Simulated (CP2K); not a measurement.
Consider 4-hydroxypyridine at its PBE geometry (Å).

```xyz
12

O     2.1504   -0.7781   -0.2630
C     0.8646   -0.3276   -0.1121
C    -0.1806   -1.2332   -0.3270
C    -1.4878   -0.7767   -0.1650
N    -1.8224    0.4813    0.1841
C    -0.8003    1.3313    0.3786
C     0.5474    0.9880    0.2464
H     2.7625   -0.0414   -0.0844
H     0.0327   -2.2628   -0.6101
H    -2.3225   -1.4640   -0.3252
H    -1.0721    2.3524    0.6581
H     1.3281    1.7309    0.4196
```

Method: CP2K XAS_TDP, all-electron GAPW, PBEh(45%), aug-cc-pVDZ, TDA, no relativity.

Question: Where do the C K-edge lines lie, and how strong are they?

Leading lines: C2 283.02 eV, C3 281.57 eV and C4 281.74 eV. The leading line of an atom is its first one with 35 % of the strongest within 2.5 eV of its lowest line over the strength cut. 

The first six lines of each atom with a strength over 0.0015:

```tsv
atom	energy (eV)	states	strength, one atom
C2 (bonded to 2 C and O)	283.02	1	0.0647
	286.28	1	0.0073
	287.07	1	0.0129
	287.91	1	0.0041
	288.93	1	0.0033
	289.05	1	0.0042
C3 (bonded to 2 C and H)	281.57	1	0.0467
	284.45	1	0.0103
	284.79	1	0.0031
	285.79	1	0.0035
	286.09	1	0.0044
	286.86	1	0.0056
C4 (bonded to C, N and H)	281.74	1	0.0581
	285.33	1	0.0117
	286.75	1	0.0033
	286.95	1	0.0040
	287.76	1	0.0035
	288.07	1	0.0068
```

Lines are vertical, at one geometry, with no vibrational structure. Without a correction of the core level, line positions, and the gaps between valence and Rydberg lines, follow the share of exact exchange. At this level such K lines come out 3 to 6 eV under measured ones. Atoms with the same bonds but other surroundings in this conformer are left out. These values hold no scalar relativity, about 0.1 eV for C 1s. Rydberg lines, and the discretised continuum above threshold, depend on the basis and the box.

[Banner, clock and machine lines of the logs are left out without a mark of their own.]

[Logs are printed without paths, hosts, clocks, repeated set-up lines and the standing remarks that a program may print on its own settings, such as how far it seeks lower states.]

[Hosts, paths, dates, database ids (printed as entryN), source tags and the programs' standing remarks are cut or masked in the printed files.]
